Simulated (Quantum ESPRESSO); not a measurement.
# WSi2N4, 1 layer: a series in the field along the normal, part 3 of 4

Aim: how the results for WSi2N4, 1 layer change with the field along the normal.

Quantum ESPRESSO 7.5; plane-wave DFT, PBE, GBRV ultrasoft pseudopotentials.

So far. Step 2 (Relaxing cell and ions of the reference):  The last row is no step: it is a fresh SCF in the final cell with a new plane-wave basis, +2 meV from the row before.

## Step 5: Bands along a path, 0 V/Å

Bands along a path place the edges.

m0.bands.in

```
&control
  prefix = 'm0.bands'
  outdir = './out'
  pseudo_dir = './pseudo'
  calculation = 'bands'
  tefield = .true.
  dipfield = .true.
/
&system
  ibrav = 0
  nat = 7
  ntyp = 3
  ecutwfc = 40
  ecutrho = 200
  occupations = 'smearing'
  smearing = 'fd'
  degauss = 0.002
  edir = 3
  emaxpos = 0.97
  eopreg = 0.04
  eamp = 0.0
  nbnd = 27
/
&electrons
  conv_thr = 1e-07
  mixing_beta = 0.4
  electron_maxstep = 120
  mixing_mode = 'local-TF'
/
ATOMIC_SPECIES
  N   14.0070  n_pbe_v1.2.uspp.F.UPF
  Si  28.0850  si_pbe_v1.uspp.F.UPF
  W   183.8400  w_pbe_v1.2.uspp.F.UPF
CELL_PARAMETERS angstrom
  2.89236552800000 0.00000000000000 0.00000000000000
  -1.44618276400000 2.50486202400000 0.00000000000000
  0.00000000000000 0.00000000000000 24.10102208300000
ATOMIC_POSITIONS crystal
  N   0.000000000000 0.000000000000 0.353136734500
  Si  0.333333333300 0.666666666700 0.374745445800
  N   0.333333333300 0.666666666700 0.447447490200
  W   0.000000000000 0.000000000000 0.500000000000
  N   0.333333333300 0.666666666700 0.552552509800
  Si  0.333333333300 0.666666666700 0.625254554200
  N   0.000000000000 0.000000000000 0.646863265500
K_POINTS crystal_b
4
  0.0000000000 0.0000000000 0.0000000000 10
  0.5000000000 0.0000000000 0.0000000000 10
  0.3333333333 0.3333333333 0.0000000000 10
  0.0000000000 0.0000000000 0.0000000000 1
```

Launch:

```bash
> cp -r out/m0.scf.save out/m0.bands.save
> cp out/m0.scf.xml out/m0.bands.xml
> OMP_NUM_THREADS=1 mpirun -n 4 pw.x -nk 4 -in m0.bands.in > m0.bands.out
```

The log of the run:

```text
[banner, memory and clock lines left out]
Program PWSCF v.7.5 starts

          URL

     Presently no symmetry can be used with electric field

     Atomic positions and unit cell read from directory:
     ./out/m0.bands.save/

     G-vector sticks info

     bravais-lattice index     =            0
     lattice parameter (alat)  =       5.4658  a.u.
     unit-cell volume          =    1178.3357 (a.u.)^3
     number of atoms/cell      =            7
     number of atomic types    =            3
     number of electrons       =        42.00
     number of Kohn-Sham states=           27
     kinetic-energy cutoff     =      40.0000  Ry
     charge density cutoff     =     200.0000  Ry
     Exchange-correlation= SLA  PW   PBE  PBE
                           (   1   4   3   4   0   0   0)

     celldm(1)=   5.465779  celldm(2)=   0.000000  celldm(3)=   0.000000
     celldm(4)=   0.000000  celldm(5)=   0.000000  celldm(6)=   0.000000

     crystal axes: (cart. coord. in units of alat)
               a(1) = (   1.000000   0.000000   0.000000 )
               a(2) = (  -0.500000   0.866025   0.000000 )
               a(3) = (   0.000000   0.000000   8.332634 )

     reciprocal axes: (cart. coord. in units 2 pi/alat)
               b(1) = (  1.000000  0.577350 -0.000000 )
               b(2) = (  0.000000  1.154701  0.000000 )
               b(3) = (  0.000000 -0.000000  0.120010 )

     PseudoPot. # 1 for N  read from file:
     ./pseudo/n_pbe_v1.2.uspp.F.UPF
     Pseudo is Ultrasoft + core correction, Zval =  5.0
     Generated by new atomic code, or converted to UPF format
     Using radial grid of  729 points,  4 beta functions with:
                l(1) =   0
                l(2) =   0
                l(3) =   1
                l(4) =   1
     Q(r) pseudized with  8 coefficients,  rinner =    0.900   0.900   0.900

     PseudoPot. # 2 for Si read from file:
     ./pseudo/si_pbe_v1.uspp.F.UPF
     Pseudo is Ultrasoft + core correction, Zval =  4.0
     Generated by new atomic code, or converted to UPF format
     Using radial grid of  899 points,  6 beta functions with:
                l(1) =   0
                l(2) =   0
                l(3) =   1
                l(4) =   1
                l(5) =   2
                l(6) =   2
     Q(r) pseudized with  8 coefficients,  rinner =    0.900   0.900   0.900
                                                       0.900   0.900

     PseudoPot. # 3 for W  read from file:
     ./pseudo/w_pbe_v1.2.uspp.F.UPF
     Pseudo is Ultrasoft + core correction, Zval = 14.0
     Generated by new atomic code, or converted to UPF format
     Using radial grid of  923 points,  8 beta functions with:
                l(1) =   0
                l(2) =   0
                l(3) =   0
                l(4) =   1
                l(5) =   1
                l(6) =   2
                l(7) =   2
                l(8) =   3
     Q(r) pseudized with  6 coefficients,  rinner =    1.350   1.350   1.350
                                                       1.350   1.350   1.350
                                                       1.350

     atomic species   valence    mass     pseudopotential
     N                 5.00    14.00700     N ( 1.00)
     Si                4.00    28.08500     Si( 1.00)
     W                14.00   183.84000     W ( 1.00)

     No symmetry found

   Cartesian axes

     site n.     atom                  positions (alat units)
         1        N      tau(   1) = (   0.0000000   0.0000000   2.9425590  )
         2        Si     tau(   2) = (  -0.0000000   0.5773503   3.1226165  )
         3        N      tau(   3) = (  -0.0000000   0.5773503   3.7284160  )
         4        W      tau(   4) = (   0.0000000   0.0000000   4.1663168  )
         5        N      tau(   5) = (  -0.0000000   0.5773503   4.6042176  )
         6        Si     tau(   6) = (  -0.0000000   0.5773503   5.2100171  )
         7        N      tau(   7) = (   0.0000000   0.0000000   5.3900746  )

     number of k points=    31  Fermi-Dirac smearing, width (Ry)=  0.0020
                       cart. coord. in units 2pi/alat
        k(    1) = (   0.0000000   0.0000000   0.0000000), wk =   0.0645161
        k(    2) = (   0.0500000   0.0288675   0.0000000), wk =   0.0645161
        k(    3) = (   0.1000000   0.0577350   0.0000000), wk =   0.0645161
        k(    4) = (   0.1500000   0.0866025   0.0000000), wk =   0.0645161
        k(    5) = (   0.2000000   0.1154701   0.0000000), wk =   0.0645161
        k(    6) = (   0.2500000   0.1443376   0.0000000), wk =   0.0645161
        k(    7) = (   0.3000000   0.1732051   0.0000000), wk =   0.0645161
        k(    8) = (   0.3500000   0.2020726   0.0000000), wk =   0.0645161
        k(    9) = (   0.4000000   0.2309401   0.0000000), wk =   0.0645161
        k(   10) = (   0.4500000   0.2598076   0.0000000), wk =   0.0645161
        k(   11) = (   0.5000000   0.2886751   0.0000000), wk =   0.0645161
        k(   12) = (   0.4833333   0.3175426   0.0000000), wk =   0.0645161
        k(   13) = (   0.4666667   0.3464102   0.0000000), wk =   0.0645161
        k(   14) = (   0.4500000   0.3752777   0.0000000), wk =   0.0645161
        k(   15) = (   0.4333333   0.4041452   0.0000000), wk =   0.0645161
        k(   16) = (   0.4166667   0.4330127   0.0000000), wk =   0.0645161
        k(   17) = (   0.4000000   0.4618802   0.0000000), wk =   0.0645161
        k(   18) = (   0.3833333   0.4907477   0.0000000), wk =   0.0645161
        k(   19) = (   0.3666667   0.5196152   0.0000000), wk =   0.0645161
        k(   20) = (   0.3500000   0.5484828   0.0000000), wk =   0.0645161
        k(   21) = (   0.3333333   0.5773503   0.0000000), wk =   0.0645161
        k(   22) = (   0.3000000   0.5196152   0.0000000), wk =   0.0645161
        k(   23) = (   0.2666667   0.4618802   0.0000000), wk =   0.0645161
        k(   24) = (   0.2333333   0.4041452   0.0000000), wk =   0.0645161
        k(   25) = (   0.2000000   0.3464102   0.0000000), wk =   0.0645161
        k(   26) = (   0.1666667   0.2886751   0.0000000), wk =   0.0645161
        k(   27) = (   0.1333333   0.2309401   0.0000000), wk =   0.0645161
        k(   28) = (   0.1000000   0.1732051   0.0000000), wk =   0.0645161
        k(   29) = (   0.0666667   0.1154701   0.0000000), wk =   0.0645161
        k(   30) = (   0.0333333   0.0577350   0.0000000), wk =   0.0645161
        k(   31) = (   0.0000000   0.0000000   0.0000000), wk =   0.0645161

     Dense  grid:    56473 G-vectors     FFT dimensions: (  25,  25, 216)

     Smooth grid:    39915 G-vectors     FFT dimensions: (  24,  24, 192)

     The potential is recalculated from file :
     ./out/m0.bands.save/charge-density

[...]
6.9595   7.0462   7.1749

          k = 0.3000 0.1732 0.0000 (  5034 PWs)   bands (ev):

   -72.1584 -36.6894 -36.3616 -36.2350 -15.6035 -15.5394 -13.5398 -12.9225
    -6.7706  -6.1104  -5.3001  -4.3366  -3.7963  -2.9845  -2.9162  -1.6624
    -1.6622  -1.2445  -0.6622  -0.5924   0.8204   4.8394   5.4638   5.4897
     6.6018   7.0444   7.3418

          k = 0.3500 0.2021 0.0000 (  5036 PWs)   bands (ev):

   -72.1495 -36.8081 -36.3373 -36.2624 -15.1900 -15.1445 -13.3300 -12.9503
    -7.2825  -6.8547  -5.3979  -4.3877  -3.9951  -3.1715  -3.0865  -1.8853
    -1.8623  -1.0895  -0.6089  -0.4068   0.7851   4.7694   5.2517   5.7286
     6.3774   7.0591   7.5713

          k = 0.4000 0.2309 0.0000 (  5008 PWs)   bands (ev):

   -72.1425 -36.9007 -36.3176 -36.2839 -14.7949 -14.7653 -13.1940 -13.0065
    -7.8031  -7.4593  -5.3865  -4.4241  -4.1927  -3.3130  -3.2163  -2.0584
    -2.0124  -0.8988  -0.6042  -0.2191   0.8138   4.6260   4.9900   6.0221
     6.3531   7.1480   7.7296

          k = 0.4500 0.2598 0.0000 (  4974 PWs)   bands (ev):

   -72.1379 -36.9591 -36.3051 -36.2975 -14.4870 -14.4665 -13.1399 -13.0787
    -8.1696  -7.8592  -5.3366  -4.4466  -4.3770  -3.4010  -3.2972  -2.1657
    -2.1053  -0.7104  -0.5944  -0.1069   0.8355   4.4764   4.8004   6.2621
     6.4622   7.2328   7.8203

          k = 0.5000 0.2887 0.0000 (  4960 PWs)   bands (ev):

   -72.1364 -36.9791 -36.3019 -36.3010 -14.3645 -14.3458 -13.1332 -13.1170
    -8.3009  -8.0000  -5.3047  -4.4602  -4.4544  -3.4309  -3.3246  -2.2017
    -2.1368  -0.6276  -0.5899  -0.0699   0.8385   4.4132   4.7322   6.3564
     6.5335   7.2667   7.8495

          k = 0.4833 0.3175 0.0000 (  4982 PWs)   bands (ev):

   -72.1362 -36.9765 -36.3086 -36.3004 -14.3559 -14.3377 -13.1284 -13.1153
    -8.2853  -7.9876  -5.2838  -4.4755  -4.4638  -3.4652  -3.3868  -2.3640
    -2.0220  -0.6320  -0.5553  -0.1221   0.8632   4.4854   4.7961   6.2601
     6.5929   7.2797   7.8203

          k = 0.4667 0.3464 0.0000 (  4976 PWs)   bands (ev):

   -72.1357 -36.9677 -36.3273 -36.2988 -14.3302 -14.3135 -13.1143 -13.1106
    -8.2388  -7.9506  -5.2225  -4.5470  -4.4792  -3.5564  -3.5526  -2.5875
    -1.9308  -0.6566  -0.4592  -0.2528   0.9261   4.6868   4.9689   6.0836
     6.6761   7.3144   7.7656

          k = 0.4500 0.3753 0.0000 (  4982 PWs)   bands (ev):

   -72.1349 -36.9535 -36.3573 -36.2965 -14.2886 -14.2743 -13.1038 -13.0926
    -8.1628  -7.8896  -5.1285  -4.6879  -4.5239  -3.7821  -3.6607  -2.8180
    -1.8862  -0.7515  -0.3856  -0.3213   1.0099   4.9717   5.1969   5.8884
     6.7616   7.3656   7.7525

          k = 0.4333 0.4041 0.0000 (  5000 PWs)   bands (ev):

   -72.1339 -36.9338 -36.3970 -36.2938 -14.2331 -14.2217 -13.0964 -13.0660
    -8.0597  -7.8052  -5.0335  -4.9079  -4.6225  -3.9773  -3.7740  -3.0128
    -1.8816  -0.9723  -0.4424  -0.1654   1.1072   5.2382   5.4031   5.7382
     6.8694   7.4522   7.8261

          k = 0.4167 0.4330 0.0000 (  4998 PWs)   bands (ev):

   -72.1327 -36.9091 -36.4440 -36.2906 -14.1665 -14.1582 -13.0903 -13.0376
    -7.9327  -7.6990  -5.1931  -5.0979  -4.6576  -4.0727  -3.9056  -3.1275
    -1.9105  -1.2751  -0.4479  -0.0118   1.2166   5.2375   5.5235   5.8348
     7.0141   7.5913   8.0049

          k = 0.4000 0.4619 0.0000 (  5008 PWs)   bands (ev):

   -72.1315 -36.8802 -36.4960 -36.2873 -14.0930 -14.0875 -13.0874 -13.0111
    -7.7866  -7.5732  -5.5151  -5.3896  -4.5243  -4.0861  -4.0586  -3.1503
    -1.9681  -1.6097  -0.4335   0.1251   1.3361   5.0411   5.5523   6.0776
     7.1786   7.7326   8.3053

          k = 0.3833 0.4907 0.0000 (  5024 PWs)   bands (ev):

   -72.1303 -36.8479 -36.5500 -36.2842 -14.0184 -14.0149 -13.0893 -12.9898
    -7.6287  -7.4314  -5.8434  -5.7311  -4.3625  -4.2083  -4.0429  -3.1056
    -2.0494  -1.9446  -0.4107   0.2366   1.4594   4.8231   5.5284   6.3034
     7.2999   7.8361   8.6848

          k = 0.3667 0.5196 0.0000 (  5034 PWs)   bands (ev):

   -72.1293 -36.8136 -36.6022 -36.2816 -13.9506 -13.9478 -13.0961 -12.9758
    -7.4724  -7.2820  -6.1471  -6.0445  -4.3294  -4.2434  -3.9448  -3.0246
    -2.2474  -2.1456  -0.3857   0.3180   1.5731   4.6328   5.4902   6.5004
     7.3125   7.9015   9.0617

          k = 0.3500 0.5485 0.0000 (  5038 PWs)   bands (ev):

   -72.1287 -36.7818 -36.6462 -36.2796 -13.9003 -13.8971 -13.1050 -12.9693
    -7.3460  -7.1470  -6.3855  -6.2758  -4.4069  -4.1787  -3.8359  -2.9392
    -2.4706  -2.2371  -0.3653   0.3672   1.6563   4.5026   5.4605   6.6673
     7.2263   7.9353   9.3652

          k = 0.3333 0.5774 0.0000 (  5028 PWs)   bands (ev):

   -72.1284 -36.7659 -36.6663 -36.2789 -13.8805 -13.8768 -13.1097 -12.9679
    -7.2964  -7.0859  -6.4840  -6.3629  -4.4334  -4.1543  -3.7937  -2.8974
    -2.5534  -2.2807  -0.3570   0.3835   1.6874   4.4569   5.4496   6.7505
     7.1565   7.9450   9.4050

          k = 0.3000 0.5196 0.0000 (  5030 PWs)   bands (ev):

   -72.1296 -36.8022 -36.6099 -36.2821 -13.9793 -13.9778 -13.0811 -12.9700
    -7.3936  -7.1996  -6.2012  -6.1022  -4.3284  -4.3221  -3.8037  -3.0700
    -2.3166  -2.0972  -0.3990   0.3202   1.5703   4.6025   5.4941   6.5406
     7.3842   7.9161   9.2290

          k = 0.2667 0.4619 0.0000 (  5022 PWs)   bands (ev):

   -72.1334 -36.8260 -36.5209 -36.2926 -14.2768 -14.2717 -13.0130 -12.9971
    -7.3959  -7.1798  -5.6848  -5.6028  -4.6752  -4.0434  -3.7017  -3.3754
    -1.9193  -1.7350  -0.5107   0.1435   1.3109   4.8197   5.6142   6.3819
     7.6168   7.8201   8.8724

          k = 0.2333 0.4041 0.0000 (  5023 PWs)   bands (ev):

   -72.1401 -36.8036 -36.4312 -36.3111 -14.7114 -14.6900 -13.1012 -12.9517
    -7.1697  -6.8913  -5.0734  -5.0713  -4.9353  -3.8339  -3.5722  -3.4385
    -1.5983  -1.3455  -0.6159  -0.1111   1.0365   4.8809   5.7659   6.3246
     7.6164   7.6211   8.5903

          k = 0.2000 0.3464 0.0000 (  5047 PWs)   bands (ev):

   -72.1493 -36.7335 -36.3476 -36.3366 -15.2033 -15.1593 -13.3023 -12.9171
    -6.7829  -6.3615  -5.1268  -4.4926  -4.4007  -3.9989  -3.4118  -2.9571
    -1.4304  -0.9841  -0.6858  -0.3926   0.8494   4.8283   5.8703   6.1268
     7.3599   7.5552   8.3686

          k = 0.1667 0.2887 0.0000 (  5053 PWs)   bands (ev):

   -72.1603 -36.6223 -36.3670 -36.2740 -15.6905 -15.6232 -13.5790 -12.9082
    -6.4686  -5.6540  -5.0270  -4.1156  -4.0226  -3.7104  -3.1368  -2.3775
    -1.4211  -0.8243  -0.6828  -0.6461   0.8613   4.7710   5.7610   5.8390
     7.1449   7.6290   8.1201

          k = 0.1333 0.2309 0.0000 (  5055 PWs)   bands (ev):

   -72.1719 -36.4853 -36.3990 -36.2127 -16.1308 -16.0419 -13.8894 -12.9179
    -6.4955  -4.8755  -4.5073  -4.0949  -3.5776  -3.0695  -2.7593  -1.7914
    -1.5402  -1.0961  -0.8226  -0.4586   1.1005   4.7670   5.3927   5.6889
     6.8774   7.5914   7.6839

          k = 0.1000 0.1732 0.0000 (  5081 PWs)   bands (ev):

   -72.1829 -36.4289 -36.3436 -36.1651 -16.4964 -16.3886 -14.1889 -12.9379
    -6.7342  -4.3904  -3.7453  -3.6653  -3.0830  -2.5505  -2.4026  -1.7164
    -1.4319  -1.2471  -0.8868  -0.3199   1.4585   4.7874   5.1534   5.5424
     6.5014   7.1209   7.2114

          k = 0.0667 0.1155 0.0000 (  5105 PWs)   bands (ev):

   -72.1919 -36.4534 -36.2195 -36.1313 -16.7692 -16.6464 -14.4366 -12.9601
    -6.9936  -4.2755  -2.9946  -2.8784  -2.5464  -2.1932  -2.1641  -1.8838
    -1.7069  -0.8361  -0.8097  -0.2769   1.7776   4.8144   5.0854   5.5011
     6.1256   6.6620   6.7679

          k = 0.0333 0.0577 0.0000 (  5107 PWs)   bands (ev):

   -72.1978 -36.4693 -36.1346 -36.1110 -16.9374 -16.8048 -14.5998 -12.9769
    -7.1791  -4.2313  -2.4514  -2.2067  -2.1872  -2.0461  -1.9924  -1.9668
    -1.7904  -0.6939  -0.5543  -0.3450   1.9410   4.9503   5.0845   5.6041
     5.8501   6.2096   6.3420

          k = 0.0000 0.0000 0.0000 (  5107 PWs)   bands (ev):

   -72.1998 -36.4748 -36.1044 -36.1044 -16.9942 -16.8582 -14.6567 -12.9832
    -7.2456  -4.2180  -2.1881  -2.1881  -2.1582  -1.9285  -1.9285  -1.7849
    -1.7849  -0.5479  -0.4751  -0.4751   1.9736   5.0862   5.0862   5.7472
     5.7472   5.9604   6.0794

     XML data file, pseudopotentials, collected wavefunctions

                                        0.00s GPU  (     313 calls)
[key lines of the parts left out:]
Dipole field         -0.0000 Ry au,
```

Run time: 23 s. Hardware: 4 MPI ranks of Arm Neoverse V1, shared host; peak memory 0.35 GiB; 93 s of CPU time.

This step gave:

| Property | Result |
| --- | --- |
| valence top, on the run's zero | 1.974 eV |

Band numbers count within the set of bands kept for display. The electronic bands at the labelled points (eV, zero at the highest filled level of the SCF mesh; v1 is the highest filled band, c1 the lowest empty one):

```csv
point,v4,v3,v2,v1,c1,c2,c3,c4
Γ,-2.52,-2.45,-2.45,0.00,3.11,3.11,3.77,3.77
halfway,-3.37,-2.94,-2.51,-0.98,2.87,3.30,3.62,4.99
M,-2.60,-2.56,-2.04,-1.13,2.44,2.76,4.38,4.56
halfway,-3.25,-2.42,-1.99,-0.76,3.26,3.55,3.86,5.04
K,-4.25,-2.33,-1.59,-0.29,2.48,3.48,4.78,5.18
halfway,-2.80,-2.66,-2.62,-1.11,2.80,3.79,3.87,5.17
Γ,-2.52,-2.45,-2.45,0.00,3.11,3.11,3.77,3.77
```

Along this path the valence top lies at Γ and the conduction bottom at M.

## Step 6: SCF with pw.x, 0.05 V/Å

m1.scf.in

```
&control
  prefix = 'm1.scf'
  outdir = './out'
  pseudo_dir = './pseudo'
  calculation = 'scf'
  tprnfor = .true.
  tefield = .true.
  dipfield = .true.
/
&system
  ibrav = 0
  nat = 7
  ntyp = 3
  ecutwfc = 40
  ecutrho = 200
  occupations = 'smearing'
  smearing = 'fd'
  degauss = 0.002
  edir = 3
  emaxpos = 0.97
  eopreg = 0.04
  eamp = 0.00097235
  nbnd = 27
/
&electrons
  conv_thr = 1e-09
  mixing_beta = 0.4
  electron_maxstep = 120
  mixing_mode = 'plain'
  startingpot = 'file'
/
ATOMIC_SPECIES
  N   14.0070  n_pbe_v1.2.uspp.F.UPF
  Si  28.0850  si_pbe_v1.uspp.F.UPF
  W   183.8400  w_pbe_v1.2.uspp.F.UPF
CELL_PARAMETERS angstrom
  2.89236552800000 0.00000000000000 0.00000000000000
  -1.44618276400000 2.50486202400000 0.00000000000000
  0.00000000000000 0.00000000000000 24.10102208300000
ATOMIC_POSITIONS crystal
  N   0.000000000000 0.000000000000 0.353136734500
  Si  0.333333333300 0.666666666700 0.374745445800
  N   0.333333333300 0.666666666700 0.447447490200
  W   0.000000000000 0.000000000000 0.500000000000
  N   0.333333333300 0.666666666700 0.552552509800
  Si  0.333333333300 0.666666666700 0.625254554200
  N   0.000000000000 0.000000000000 0.646863265500
K_POINTS automatic
  12 12 1 0 0 0
```

Launch:

```bash
> cp -r out/m0.scf.save out/m1.scf.save
> OMP_NUM_THREADS=1 mpirun -n 4 pw.x -nk 4 -in m1.scf.in > m1.scf.out
```

The log of the run:

```text
[banner, memory and clock lines left out]
Program PWSCF v.7.5 starts
[...]
number of electrons       =        42.00
     number of Kohn-Sham states=           27
     kinetic-energy cutoff     =      40.0000  Ry
     charge density cutoff     =     200.0000  Ry
[...]
number of k points=    74  Fermi-Dirac smearing, width (Ry)=  0.0020
[...]
Dense  grid:    56473 G-vectors     FFT dimensions: (  25,  25, 216)
[...]
The initial density is read from file :
[...]
negative rho (up, down):  6.872E-02 0.000E+00
[...]
Starting wfcs are   37 randomized atomic wfcs
[...]
negative rho (up, down):  6.874E-02 0.000E+00
[...]
estimated scf accuracy    <       0.00123915 Ry
[...]
negative rho (up, down):  6.874E-02 0.000E+00
[...]
estimated scf accuracy    <       0.00695681 Ry
[...]
negative rho (up, down):  6.874E-02 0.000E+00
[...]
estimated scf accuracy    <       0.00001851 Ry
[...]
negative rho (up, down):  6.873E-02 0.000E+00
[...]
estimated scf accuracy    <       0.00000023 Ry
[...]
negative rho (up, down):  6.872E-02 0.000E+00
[...]
estimated scf accuracy    <       0.00000005 Ry
[...]
negative rho (up, down):  6.872E-02 0.000E+00
[...]
estimated scf accuracy    <          4.8E-09 Ry
[...]
negative rho (up, down):  6.872E-02 0.000E+00
[...]
estimated scf accuracy    <          2.5E-09 Ry
[...]
negative rho (up, down):  6.872E-02 0.000E+00
[...]
Computed dipole along edir(3) :
        Dipole                0.0296 Ry au,          0.0752 Debye
        Dipole field          0.0003 Ry au,
        E field amplitude [Ha a.u.]:  9.7235E-04
        Potential amp.        0.0574 Ry
        Total length         43.7226 bohr
[...]
the Fermi energy is     3.2595 ev
!    total energy              =    -259.36252153 Ry
     estimated scf accuracy    <          5.5E-10 Ry
     smearing contrib. (-TS)   =       0.00000000 Ry
     internal energy E=F+TS    =    -259.36252153 Ry
[...]
one-electron contribution =   -2960.17551140 Ry
     hartree contribution      =    1488.36932735 Ry
     xc contribution           =     -72.09803156 Ry
     ewald contribution        =    1284.54174228 Ry
     electric field correction =      -0.00004821 Ry
     convergence has been achieved in   8 iterations
     negative rho (up, down):  6.872E-02 0.000E+00
[...]
Total force =     0.007572     Total SCF correction =     0.000144
[...]
```

Elapsed: 65 s, on 4 MPI ranks; peak memory 0.62 GiB; 4.3 min of CPU time.

This step gave:

* free energy: -3528.8069 eV
* Fermi energy: 3.260 eV
* dipole along the normal: 0.01566 e·Å
* valence top, on the run's zero: 1.982 eV
* conduction bottom, on the run's zero: 4.420 eV
* gap by band count: 2.438 eV

[end of part 3 of 4]

[Logs are printed without paths, hosts, clocks, repeated set-up lines and the standing remarks that a program may print on its own settings, such as how far it seeks lower states.]

[Hosts, paths, dates, database ids (printed as entryN), source tags and the programs' standing remarks are cut or masked in the printed files.]

[Maps of the electrostatic potential energy from Ansatz leave out the sawtooth potential of an applied field or a dipole correction, so their vacuum need not be flat; planar profiles and work functions include it.]
